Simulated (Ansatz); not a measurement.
# HfO2 (model cell, started as fluorite): a soft mode frozen in, part 2 of 3

Aim: this structure of HfO2 (model cell, started as fluorite) is to be tested for unstable modes, and one is followed downhill.

Ansatz 0.2.0; DFT PBEsol, scalar-relativistic, plane waves, PAW; PAW set soft_1.

So far, highest frequency on the path or at a solved wavevector (cm⁻¹): step 2 (phonons on a q mesh) 691. Also lowest frequency on the path (cm⁻¹): step 2 -221.

## Step 4: The mode frozen in, largest atomic shift 0.22 Å

The atoms are moved along the unstable eigenvector, the largest shift by 0.22 Å, with the cell fixed.

File input.yaml:

```yaml
crystal:
  lattice:
    - [0.0, -2.5222483991, -2.5222483991]
    - [0.0, 2.5222483991, -2.5222483991]
    - [5.0444967983, 0.0, 0.0]
  atoms:
    - { symbol: Hf, position: [0.0, 0.0, 0.0] }
    - { symbol: Hf, position: [0.5, 0.5, 0.5] }
    - { symbol: O, position: [0.0, 0.5, 0.7936118822] }
    - { symbol: O, position: [0.5, 0.0, 0.2063881178] }
    - { symbol: O, position: [0.0, 0.5, 0.2936118822] }
    - { symbol: O, position: [0.5, 0.0, 0.7063881178] }
kpoints:
  mp_grid: { grid: [6, 6, 6] }
hamiltonian:
  xc: pbesol
  pseudopotentials: { kind: paw, azcp: { folder: soft_1 }, xc_functional: pbe }
scf:
  occupations: { method: gaussian, width: 0.02 }
output:
  forces: true
  stress: true
  eigenvalues: true
```

On the command line:

```
$ ansatz run input.yaml --threads 8 --pin off --max-ram 16384MiB --backend cpu --events-out ev --progress --plain --runs-dir out
```

Numbers of over 12 decimals in the logs are rounded to 6 here.

The log of the run:

```text
[...]
Crystal: 6 atoms, lattice volume = 64.184 Å³
Basis set: ecut = 420 eV, 1245 PW (Γ), exchange–correlation on 48×48×72 points (8 copies of the dense FFT grid, shifted against one another)
Bands: 46, of which v1, the nominal top of the filled ones, is band 38 counted from 1 (37 counted from 0)
Symmetry: 16 space group operations
[...]
k-points: 40 of 216
[...]
k-point 0: bands = [... 34 lower, 14.0233, 14.1171, 14.1171, 14.3144, 18.7828, 18.8089, 19.8567, 20.4631, ... 2 higher]
  k-point 1: bands = [... 34 lower, 13.4413, 13.9035, 14.1394, 14.1394, 18.8749, 18.9724, 19.8986, 20.3220, ... 2 higher]
  k-point 2: bands = [... 34 lower, 13.5525, 13.5525, 14.1815, 14.1815, 19.1377, 19.3904, 19.9644, 19.9826, ... 2 higher]
  k-point 39: bands = [... 34 lower, 12.8483, 12.8483, 14.2803, 14.2803, 20.1218, 20.1218, 20.3951, 20.3951, ... 2 higher]
[key lines of the parts left out:]
SCF converged after 10 iterations
Free energy (F): -33451.816643 eV
Fermi energy:    16.575389 eV
P = ⅓ Tr σ = 4.5699 GPa (45.699 kbar)
```

The job ended after 1.3 s (8 threads of Arm Neoverse V2, shared host; peak memory 0.48 GiB).

A gap read on the k-mesh alone can miss the band edges.

This step gave:

* pressure: 4.570 GPa
* gap on the k-mesh: 4.415 eV
* energy from the undistorted cell: -19.20 meV/atom

The energy, extrapolated to zero smearing, is -19.20 meV/atom against the undistorted cell.

## Step 5: Energy along the mode, all amplitudes (two of the runs are shown above)

An imaginary frequency means negative curvature, so the energy should fall and then rise again as anharmonic terms take over.

Numbers from this step:

- depth at the lowest point sampled: 19.20 meV/atom
- largest atomic shift at that point: 0.22 Å

The energy from the parent by largest atomic shift:

| largest atomic shift (Å) | energy from the parent (meV/atom) |
| --- | --- |
| 0.000 | 0 |
| 0.040 | -1.49 |
| 0.080 | -5.53 |
| 0.140 | -13.6 |
| 0.220 | -19.2 |
| 0.320 | 1.83 |
| 0.450 | 107 |

Displacement at unit largest shift by atom:

```
atom  x (Å)  y (Å)  z (Å)  size
 Hf1   0.00   0.00   0.00  0.00
 Hf2   0.00   0.00   0.00  0.00
  O3   1.00   0.00   0.00  1.00
  O4  -1.00   0.00   0.00  1.00
  O5   1.00   0.00   0.00  1.00
  O6  -1.00   0.00   0.00  1.00
```

The lowest of the steps tried is at 0.22 Å, 19.2 meV/atom below the parent; the bottom of the well need not coincide with a step.

## Step 6: Relaxing from the distorted cell

Starting from the lowest point found, all atoms and the cell are let go, so that strain and other modes of the same symmetry can join in.

Changes to input.yaml since step 4:

```diff
@@ -18,3 +18,3 @@
 scf:
-  occupations: { method: gaussian, width: 0.02 }
+  occupations: { method: fixed }
 output:
@@ -23 +23,6 @@
   eigenvalues: true
+relax:
+  adjacent_minimum: "off"
+  f_tol: 0.002
+  max_steps: 120
+  cell: { stress_tol: 0.03 }
```

The log of the run:

```text
[...]
Crystal: 6 atoms, lattice volume = 64.184 Å³
Basis set: ecut = 420 eV, 1245 PW (Γ), exchange–correlation on 48×48×72 points (8 copies of the dense FFT grid, shifted against one another)
Bands: 46, of which v1, the nominal top of the filled ones, is band 38 counted from 1 (37 counted from 0)
Symmetry: 16 space group operations
[...]
k-points: 40 of 216
[...]
SCF iter   1: F=—  HF=-33453.113428 eV  |F-HF|=—  |Δ(HF+E_count)|=         —  Δρ=9.24e-2  dr2=4.14e0  ethr=3.10e-3  ⟨swp⟩=4.3  Hψ=5136  notcnv=0  defer=169
[...]
SCF iter  10: F=-33451.816643 eV  HF=-33451.816643 eV  |F-HF|=5.02e-10  |Δ(HF+E_count)|=   3.71e-8  Δρ=1.15e-6  dr2=4.25e-10  ethr=5.53e-11  ⟨swp⟩=3.6  Hψ=7993  notcnv=0
SCF 1 converged in 10 iterations: F = -33451.816643 eV  dr2 = 4.25e-10
[...]
relax step   1: F+E_penalty+E_count = -33451.81664299 eV  Δ(F+E_penalty+E_count) = +0.000e0 eV  max|allowed force component| = 3.145e-2 eV/Å  Δτ_max = 0.0000 Å  P = +4.570 GPa  Ω = 64.184 Å³  (10 SCF iters, dr2 threshold 1.00e-7 eV, accepted)
Crystal: 6 atoms, lattice volume = 65.630 Å³
Basis set: ecut = 420 eV, 1277 PW (Γ), exchange–correlation on 48×48×72 points (8 copies of the dense FFT grid, shifted against one another)
[...]
iter 1 solved again at ethr=1.20e-5 eV; its pass at ethr=3.10e-3 eV (dr2=9.15e-3 eV) is discarded
[...]
SCF iter   7: F=-33451.809232 eV  HF=-33451.809232 eV  |F-HF|=1.20e-7  |Δ(HF+E_count)|=   1.89e-6  Δρ=1.90e-5  dr2=1.69e-7  ethr=7.89e-10  ⟨swp⟩=6.4  Hψ=9139  notcnv=0
SCF 2 converged in 7 iterations: F = -33451.809232 eV  dr2 = 1.69e-7
relax step   2: F+E_penalty+E_count = -33451.80923217 eV  Δ(F+E_penalty+E_count) = +7.411e-3 eV  max|allowed force component| = 2.201e-1 eV/Å  Δτ_max = 0.0007 Å  P = -0.846 GPa  Ω = 65.630 Å³  energy of the carried Pulay correction = -5.068e-3 eV  (7 SCF iters, dr2 threshold 6.00e-7 eV, rejected (line search))
Crystal: 6 atoms, lattice volume = 65.361 Å³
Basis set: ecut = 420 eV, 1261 PW (Γ), exchange–correlation on 48×48×72 points (8 copies of the dense FFT grid, shifted against one another)
[...]
SCF iter  10: F=-33451.847706 eV  HF=-33451.847706 eV  |F-HF|=0.00e0  |Δ(HF+E_count)|=  1.02e-10  Δρ=7.20e-8  dr2=4.06e-12  ethr=1.00e-12  ⟨swp⟩=12.9  Hψ=12215  notcnv=0
SCF 3 converged in 10 iterations: F = -33451.847706 eV  dr2 = 4.06e-12
relax step   3: F+E_penalty+E_count = -33451.84770588 eV  Δ(F+E_penalty+E_count) = -3.106e-2 eV  max|allowed force component| = 8.034e-2 eV/Å  Δτ_max = 0.0056 Å  P = +0.084 GPa  Ω = 65.361 Å³  energy of the carried Pulay correction = -4.135e-3 eV  (10 SCF iters, accepted)
[...]
relax step   4: F+E_penalty+E_count = -33451.84866647 eV  Δ(F+E_penalty+E_count) = -9.606e-4 eV  max|allowed force component| = 7.570e-2 eV/Å  Δτ_max = 0.0040 Å  P = -0.129 GPa  Ω = 65.465 Å³  energy of the carried Pulay correction = -4.496e-3 eV  (5 SCF iters, dr2 threshold 4.03e-7 eV, accepted)
[...]
relax step   5: F+E_penalty+E_count = -33451.85099791 eV  Δ(F+E_penalty+E_count) = -2.331e-3 eV  max|allowed force component| = 2.408e-2 eV/Å  Δτ_max = 0.0242 Å  P = +0.725 GPa  Ω = 65.566 Å³  energy of the carried Pulay correction = -4.847e-3 eV  (6 SCF iters, dr2 threshold 3.58e-7 eV, accepted)
[...]
relax step   6: F+E_penalty+E_count = -33451.85107273 eV  Δ(F+E_penalty+E_count) = -7.482e-5 eV  max|allowed force component| = 7.363e-4 eV/Å  Δτ_max = 0.0035 Å  P = +0.004 GPa  Ω = 65.694 Å³  energy of the carried Pulay correction = -5.288e-3 eV  (4 SCF iters, dr2 threshold 6.00e-7 eV, accepted)
[...]
relax step   7: F+E_penalty+E_count = -33451.85739500 eV  Δ(F+E_penalty+E_count) = -6.322e-3 eV  max|allowed force component| = 1.373e-4 eV/Å  Δτ_max = 0.0000 Å  P = +0.156 GPa  Ω = 65.694 Å³  stress off target by 2.95e-1 GPa  SCF on the basis re-selected at this cell (its energy is not comparable with the rows above)  (8 SCF iters)
[...]
relax step   8: F+E_penalty+E_count = -33451.85724767 eV  Δ(F+E_penalty+E_count) = +1.473e-4 eV  max|allowed force component| = 4.102e-4 eV/Å  Δτ_max = 0.0014 Å  P = +0.003 GPa  Ω = 65.754 Å³  energy of the carried Pulay correction = -2.026e-4 eV  (4 SCF iters, dr2 threshold 2.18e-7 eV, accepted)
[...]
SCF iter   6: F=-33451.857522 eV  HF=-33451.857522 eV  |F-HF|=7.28e-12  |Δ(HF+E_count)|=  6.55e-11  Δρ=1.90e-7  dr2=1.72e-11  ethr=1.00e-12  ⟨swp⟩=14.3  Hψ=14145  notcnv=0
SCF 9 converged in 6 iterations: F = -33451.857522 eV  dr2 = 1.72e-11
relax step   9: F+E_penalty+E_count = -33451.85752214 eV  Δ(F+E_penalty+E_count) = -2.745e-4 eV  max|allowed force component| = 3.491e-4 eV/Å  Δτ_max = 0.0000 Å  P = +0.005 GPa  Ω = 65.754 Å³  stress off target by 1.12e-2 GPa  SCF on the basis re-selected at this cell (its energy is not comparable with the rows above)  (6 SCF iters)
[...]
SCF converged after 6 iterations
Free energy (F): -33451.857522 eV
[...]
Internal energy: -33451.857522 eV  (E = F + TS)
E sigma→0 (E₀):  -33451.857522 eV
Fermi energy:    13.779773 eV
[...]
--- Forces (eV/Å), atoms counted from 1 ---
  atom   1  Hf     0.00000000     0.00000000     0.00000000
  atom   2  Hf    -0.00000000     0.00000000    -0.00000000
  atom   3  O      0.00034909     0.00000000    -0.00000000
  atom   4  O     -0.00034909     0.00000000    -0.00000000
  atom   5  O      0.00034909     0.00000000     0.00000000
  atom   6  O     -0.00034909     0.00000000     0.00000000
  max |Σ_I F_I| component: 3.30e-17 eV/Å
--- Stress (GPa, compression-positive) ---
        0.011176      -0.000000       0.000000
       -0.000000       0.002476       0.000000
        0.000000       0.000000       0.002476
  P = ⅓ Tr σ = 0.0054 GPa (0.054 kbar)
--- Band table (eV; the first three rows and the last of 40) ---
  k-point 0: bands = [... 34 lower, 13.1805, 13.6562, 13.6958, 13.6958, 18.3474, 18.4006, 19.5611, 19.8869, ... 4 higher]
  k-point 1: bands = [... 34 lower, 12.7034, 13.2345, 13.7142, 13.7142, 18.4835, 18.4995, 19.5632, 19.7648, ... 4 higher]
  k-point 2: bands = [... 34 lower, 13.0167, 13.0167, 13.7497, 13.7497, 18.7193, 18.8929, 19.4526, 19.5539, ... 4 higher]
  k-point 39: bands = [... 34 lower, 12.3759, 12.3759, 13.7798, 13.7798, 19.6623, 19.6623, 19.9078, 19.9078, ... 4 higher]
--- Relaxed structure (7 steps of the walk, 6 accepted, 2 SCFs on fresh bases) ---
  F+E_penalty+E_count = -33451.85752214 eV   max|allowed force component| = 3.491e-4 eV/Å   (the final SCF, on the basis selected at the relaxed cell)
  cell:  # Å, volume = 65.7539 Å³
    - [0, -2.522620, -2.522620]
    - [0, 2.522620, -2.522620]
    - [5.166396, 0, 0.0]
  atoms:
    - { symbol: Hf, position: [0, 0, 0] }
    - { symbol: Hf, position: [0.5, 0.5, 0.5] }
    - { symbol: O, position: [0.0, 0.5, 0.799864] }
    - { symbol: O, position: [0.5, 0.0, 0.200136] }
    - { symbol: O, position: [0.0, 0.5, 0.299864] }
    - { symbol: O, position: [0.5, 0.0, 0.700136] }
```

Wall time 9.4 s (8 threads); peak memory 0.51 GiB; 65 s of CPU time.

The steps of the relaxation:

```
step  energy less that of the first step (eV)  largest force component (eV/Å)  pressure (GPa)  volume (Å³)
   1                                   0.0000                          0.0314            4.57        64.18
   2                                   0.0074                          0.2201           -0.85        65.63
   3                                  -0.0311                          0.0803            0.08        65.36
   4                                  -0.0320                          0.0757           -0.13        65.47
   5                                  -0.0344                          0.0241            0.73        65.57
   6                                  -0.0344                          0.0007            0.00        65.69
  7*                                  -0.0408                          0.0001            0.16        65.69
   8                                  -0.0406                          0.0004            0.00        65.75
  9*                                  -0.0409                          0.0003            0.01        65.75
```

Relaxation steps marked * repeat the geometry before them on a plane-wave basis chosen anew for their cell, so energy and pressure can jump there. Relaxation step 2 was tried and not accepted.

The run keeps the 16 symmetry operations that it works with, so distortions that break them were not tested.

```
conventional cell, symmetrised  before  after  change
                         a (Å)   3.567  3.568  +0.0 %
                         b (Å)   3.567  3.568  +0.0 %
                         c (Å)   5.044  5.166  +2.4 %
              volume (Å³/atom)   10.70  10.96  +2.4 %
```

The atoms that moved most (Å, as changes of fractional coordinates times the final cell):

```
atom      dx     dy     dz  length
  O3   0.032  0.000  0.000   0.032
  O6  -0.032  0.000  0.000   0.032
  O4  -0.032  0.000  0.000   0.032
  O5   0.032  0.000  0.000   0.032
```

The relaxed structure:

```cif
data_structure
_symmetry_space_group_name_H-M 'P 1'
_symmetry_Int_Tables_number 1
_cell_length_a 3.5675
_cell_length_b 3.5675
_cell_length_c 5.1664
_cell_angle_alpha 90.000
_cell_angle_beta 90.000
_cell_angle_gamma 90.000
_cell_volume 65.75
loop_
_atom_site_label
_atom_site_type_symbol
_atom_site_fract_x
_atom_site_fract_y
_atom_site_fract_z
_atom_site_occupancy
Hf1 Hf 0.00000 0.00000 0.00000 1
Hf2 Hf 0.50000 0.50000 0.50000 1
O3 O 0.00000 0.50000 0.79986 1
O4 O 0.50000 0.00000 0.20014 1
O5 O 0.00000 0.50000 0.29986 1
O6 O 0.50000 0.00000 0.70014 1
```

This step gave:

- pressure: 0.005376 GPa
- gap on the k-mesh: 4.568 eV
- volume per atom: 10.96 Å³

The distorted start has space group P4_2/nmc; the relaxation ends in P4_2/nmc.

## Step 7: The new phase in its own primitive cell

The relaxed structure is symmetrised, reduced to its primitive cell and relaxed tightly, as its phonons need.

input.yaml, the sections that differ from step 6:

```yaml
crystal:
  lattice:
    - [3.5675235642, 0.0, 0.0]
    - [0.0, 3.5675235642, 0.0]
    - [0.0, 0.0, 5.1663964368]
  atoms:
    - { symbol: Hf, position: [0.0, 0.0, 0.0] }
    - { symbol: Hf, position: [0.5, 0.5, 0.5] }
    - { symbol: O, position: [0.0, 0.5, 0.79986427] }
    - { symbol: O, position: [0.5, 0.0, 0.20013573] }
    - { symbol: O, position: [0.0, 0.5, 0.29986427] }
    - { symbol: O, position: [0.5, 0.0, 0.70013573] }
relax:
  adjacent_minimum: "off"
  f_tol: 0.001
  max_steps: 60
  cell: { stress_tol: 0.01 }
# kpoints, hamiltonian, scf, output: as in step 6
```

The log of the run:

```text
[...]
Crystal: 6 atoms, lattice volume = 65.754 Å³
Basis set: ecut = 420 eV, 1277 PW (Γ), exchange–correlation on 48×48×72 points (8 copies of the dense FFT grid, shifted against one another)
Bands: 46, of which v1, the nominal top of the filled ones, is band 38 counted from 1 (37 counted from 0)
Symmetry: 16 space group operations
[...]
k-points: 40 of 216
[...]
cell:  # Å, volume = 65.7564 Å³
    - [3.567500, 0.0, 0.0]
    - [0.0, 3.567500, 0.0]
    - [0.0, 0.0, 5.166662]
  atoms:
    - { symbol: Hf, position: [0, 0, 0.0] }
    - { symbol: Hf, position: [0.5, 0.5, 0.500000] }
    - { symbol: O, position: [0, 0.5, 0.799870] }
    - { symbol: O, position: [0.5, 0, 0.200130] }
    - { symbol: O, position: [0, 0.5, 0.299870] }
    - { symbol: O, position: [0.5, 0, 0.700130] }
[key lines of the parts left out:]
SCF converged after 6 iterations
Free energy (F): -33451.857514 eV
Fermi energy:    13.779126 eV
P = ⅓ Tr σ = -0.0017 GPa (-0.017 kbar)
```

It took 3.4 s on 8 threads; peak memory 0.5 GiB.

Little changed from the start: no atom moved by 0.005 Å and no cell edge by 0.1 %.

This step gave:

- pressure: -0.001668 GPa
- direct gap on mesh: 4.651 eV

The largest force component left is 0.58 meV/Å and the pressure is -0.002 GPa, within the tolerances set. The cell now holds 10.96 Å³/atom.

(Continued in part 3 of 3.)

[Logs are printed without paths, hosts, clocks, repeated set-up lines and the standing remarks that a program may print on its own settings, such as how far it seeks lower states.]

[Hosts, paths, dates, database ids (printed as entryN), source tags and the programs' standing remarks are cut or masked in the printed files.]
